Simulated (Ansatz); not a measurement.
# Phonons of SiBMo in the AlB2 type, part 2 of 2

Question: is the lattice of SiBMo in the AlB2 type stable, and if so, what are its coupling constant and resistivity?

Ansatz 0.2.0; DFT PBE, scalar-relativistic, plane waves, PAW; PAW set soft_1.

So far, highest frequency, solved or plainly interpolated (cm⁻¹): step 6 (phonons: q 2×2×2, k 6×6×6) 656. Also lowest on path (cm⁻¹): step 6 -296. The relaxed cell has a = 3.508, c = 3.261 Å (conventional setting).

The structure was built from a prototype and need not be the compound's stable phase.

## 7. Phonons: q 3×3×2, k 9×9×8 (continued)

The modes has structure finer than the step of the table below, so its rows give means over 25 cm⁻¹, whole bins alone (the curve runs from -300 to 694 cm⁻¹). Peaks (cm⁻¹: height): B 162.6: 0.0151, 543.7: 0.0104, 612.4: 0.0177; Mo -162.3: 0.0292; Si 168.8: 0.00987, 293.8: 0.0216, 406.2: 0.00621, 618.6: 0.0117.

Phonopy on the run's constants, 19x19x17 mesh, Gaussian sigma 7.1 cm⁻¹. The modes by wavenumber; means over each step; values in 1/cm⁻¹/cell:

```
wavenumber (cm⁻¹)        B       Mo       Si
             -275   4.3e-5  0.00526   3.7e-5
             -250   4.1e-5  0.00645   5.6e-5
             -225   3.1e-5  0.00608   7.2e-5
             -200   5.7e-5  0.00864   2.4e-4
             -175   2.4e-4   0.0216  0.00134
             -150   4.4e-4   0.0256  0.00198
             -125   5.4e-4   0.0186  0.00110
             -100   4.1e-4   0.0142   5.3e-4
              -75   1.4e-4  0.00411   1.6e-4
              -50   3.3e-4   9.8e-4   1.1e-4
              -25   2.4e-4   2.5e-4   6.4e-5
                0   1.9e-4   9.5e-5   6.9e-5
               25   5.4e-4   1.1e-4   1.5e-4
               50  0.00117   1.9e-4   3.2e-4
               75  0.00215   2.0e-4   6.3e-4
              100  0.00332   2.8e-4  0.00127
              125  0.00704   4.3e-4  0.00249
              150   0.0129   8.0e-4  0.00621
              175   0.0124   9.1e-4  0.00840
              200  0.00919   4.5e-4  0.00414
              225  0.00542   2.2e-4  0.00211
              250  0.00104   5.6e-5  0.00148
              275  0.00128   4.4e-4   0.0112
              300  0.00154  0.00173   0.0201
              325  0.00167   9.3e-4  0.00934
              350  0.00154   9.6e-5  0.00316
              375  0.00183   1.2e-4  0.00405
              400  0.00209   1.4e-4  0.00570
              425   9.6e-4   1.0e-4  0.00390
              450   2.4e-4   4.1e-5  0.00107
              475   5.2e-4   1.2e-6   2.1e-4
              500  0.00138   6.3e-6   4.6e-4
              525  0.00514   3.1e-5  0.00158
              550  0.00881   5.5e-5  0.00371
              575  0.00576   3.1e-5  0.00323
              600   0.0124   6.4e-5  0.00800
              625   0.0137   1.3e-4  0.00918
              650  0.00298   1.6e-5  0.00204
              675   1.9e-4        0   1.3e-4
```

No LO-TO term; unit eigenvectors of the mass-weighted matrix. The modes at Γ (shares of kinetic energy by element, %) (negative means imaginary):

| mode | frequency (cm⁻¹) | symmetry | Mo % | B % | Si % |
| --- | --- | --- | --- | --- | --- |
| 1 | -108.9 | E' | 28 | 35 | 37 |
| 2 | -108.9 | E' | 28 | 35 | 37 |
| 3 | 0.0 | unnamed | 71 | 8 | 21 |
| 4 | 0.0 | unnamed | 71 | 8 | 21 |
| 5 | 0.0 | unnamed | 71 | 8 | 21 |
| 6 | 127.4 | A2'' | 12 | 88 | 0 |
| 7 | 308.6 | A2'' | 17 | 4 | 79 |
| 8 | 630.2 | E' | 1 | 57 | 42 |
| 9 | 630.2 | E' | 1 | 57 | 42 |

Displacements in mode 2 (-108.9 cm⁻¹), the largest set to 1:
```
Mo1  0.00 -0.30  0.00
B2   0.00  1.00  0.00
Si3  0.00  0.64  0.00
```

Displacements in mode 8 (630.2 cm⁻¹), the largest set to 1:
```
Mo1  0.00  0.04  0.00
B2   0.00  1.00  0.00
Si3  0.00 -0.53  0.00
```

Among the solved wavevectors the lowest mode, translations apart, is -291 cm⁻¹, imaginary.

## 8. Phonons: Fermi–Dirac smearing of 0.3 eV

The phonons are repeated on the same meshes with a wide Fermi–Dirac smearing, to see whether the soft mode comes from sharp features of the Fermi surface.

Input file input.yaml:

```yaml
crystal:
  lattice:
    - [3.5079005922, 0.0, 0.0]
    - [-1.7539502961, 3.0379310268, 0.0]
    - [0.0, 0.0, 3.261138839]
  atoms:
    - { symbol: Mo, position: [0.0, 0.0, 0.0] }
    - { symbol: B, position: [0.3333333333, 0.6666666667, 0.5] }
    - { symbol: Si, position: [0.6666666667, 0.3333333333, 0.5] }
kpoints:
  mp_grid: { grid: [9, 9, 8] }
hamiltonian:
  xc: pbe
  pseudopotentials: { kind: paw, azcp: { folder: soft_1 } }
scf:
  occupations: { method: fermi_dirac, width: 0.3 }
output:
  eigenvalues: true
phonons:
  method: dfpt
  qmesh: [3, 3, 2]
  temperatures: { t_max: 1000, t_step: 50 }
  qpath:
    path:
      - [[0.0, 0.0, 0.0], [0.5, 0.0, 0.0], [0.33333333, 0.33333333, 0.0], [0.0, 0.0, 0.0], [0.0, 0.0, 0.5], [0.5, 0.0, 0.5], [0.33333333, 0.33333333, 0.5], [0.0, 0.0, 0.5]]
      - [[0.5, 0.0, 0.5], [0.5, 0.0, 0.0]]
      - [[0.33333333, 0.33333333, 0.5], [0.33333333, 0.33333333, 0.0]]
    npoints: 10
```

Command:

```console
ansatz run input.yaml --threads 4 --pin off --max-ram 12288MiB --backend cpu --events-out ev --progress --plain --runs-dir out
```

Wall time 82 s (4 threads of Arm Neoverse V2, shared host); peak memory 0.68 GiB; 5.2 min of CPU time.

This step gave:

```yaml
share_of_imaginary_modes_in_the_plain_interpolation_between_solved_wavevectors: 0.3319
highest_frequency_solved_or_plainly_interpolated: 669.1 cm⁻¹
```

Solved on the 3×3×2 mesh alone; all other wavevectors are interpolated. Phonon branches along the path, in cm⁻¹:

```csv
point,branch 1,branch 2,branch 3,branch 4,branch 5,branch 6,branch 7,branch 8,branch 9
Γ,-31,-31,0,0,0,130,304,641,641
halfway,-115,-107,-65,142,173,281,298,593,633
M,-144,-143,-123,86,237,284,392,572,634
halfway,-152,-128,-127,83,189,275,428,555,654
K,-154,-133,-118,75,148,267,454,545,669
halfway,-131,-102,-80,139,168,276,340,579,638
Γ,-31,-31,0,0,0,130,304,641,641
halfway,-111,-78,-78,162,162,177,303,626,626
A,-168,-109,-109,126,229,229,352,612,612
halfway,-182,-123,-100,180,199,307,319,612,619
L,-189,-128,-88,111,224,321,434,561,621
halfway,-192,-143,-48,204,237,320,426,528,630
H,-193,-151,35,250,276,320,433,479,635
halfway,-185,-132,-83,204,210,310,316,600,626
A,-168,-109,-109,126,229,229,352,612,612
jump to L,-189,-128,-88,111,224,321,434,561,621
halfway,-162,-131,-126,180,190,295,416,566,627
M,-144,-143,-123,86,237,284,392,572,634
jump to H,-193,-151,35,250,276,320,433,479,635
halfway,-166,-139,-108,185,223,296,444,513,652
K,-154,-133,-118,75,148,267,454,545,669
```

Lowest modes at the softest wavevector of the mesh. Modes at q = (-0.333, -0.333, 0.500), with each element's share of the kinetic energy (negative means imaginary):

```csv
mode,frequency (cm⁻¹),Mo %,B %,Si %
1,-193.2,98,0,2
2,-151.0,84,0,16
3,35.0,99,1,0
4,250.2,1,99,0
5,276.0,2,35,64
6,320.3,16,0,84
```

Displacements in mode 1 (-193.2 cm⁻¹), the largest set to 1, in the home cell (x, y, z of the real part, then of the imaginary part):
```
Mo1  0.00  0.00  1.00  0.00  0.00  0.00
B2   0.00 -0.03  0.00  0.03  0.00  0.00
Si3  0.16  0.09  0.00  0.09 -0.16  0.00
```

Displacements in mode 6 (320.3 cm⁻¹), the largest set to 1, in the home cell (x, y, z of the real part, then of the imaginary part):
```
Mo1 -0.14 -0.08  0.00  0.08 -0.14  0.00
B2   0.00  0.00  0.00  0.00  0.00  0.00
Si3  0.00  0.00  1.00  0.00  0.00  0.00
```

Among the solved wavevectors the lowest mode, translations apart, is -193 cm⁻¹, imaginary.

## 9. Outcome

| Property | Result |
| --- | --- |
| phonon run of the rows without a label of their own | PBE, q 3×3×2, k 9×9×8 |
| softest mode on the q mesh | -291 cm⁻¹ at q = (0.333, 0.333, 0.5) |
| highest frequency, solved or plainly interpolated | 664 cm⁻¹ |

**Reading.** The lattice is dynamically unstable at this level: a mode at q = (0.333, 0.333, 0.5) is imaginary, 291i cm⁻¹, so no harmonic coupling constant or resistivity is defined for this structure. These meshes are coarse, and single modes of a metal can move by tens of cm⁻¹ with the k mesh. The coarser mesh found an imaginary mode at another wavevector, which this mesh lacks. The phonon runs are not spin-polarised. The structure was built by hand as an ordered model, and its stability against other phases was not tested.

[Logs are printed without paths, hosts, clocks, repeated set-up lines and the standing remarks that a program may print on its own settings, such as how far it seeks lower states.]

[Hosts, paths, dates, database ids (printed as entryN), source tags and the programs' standing remarks are cut or masked in the printed files.]
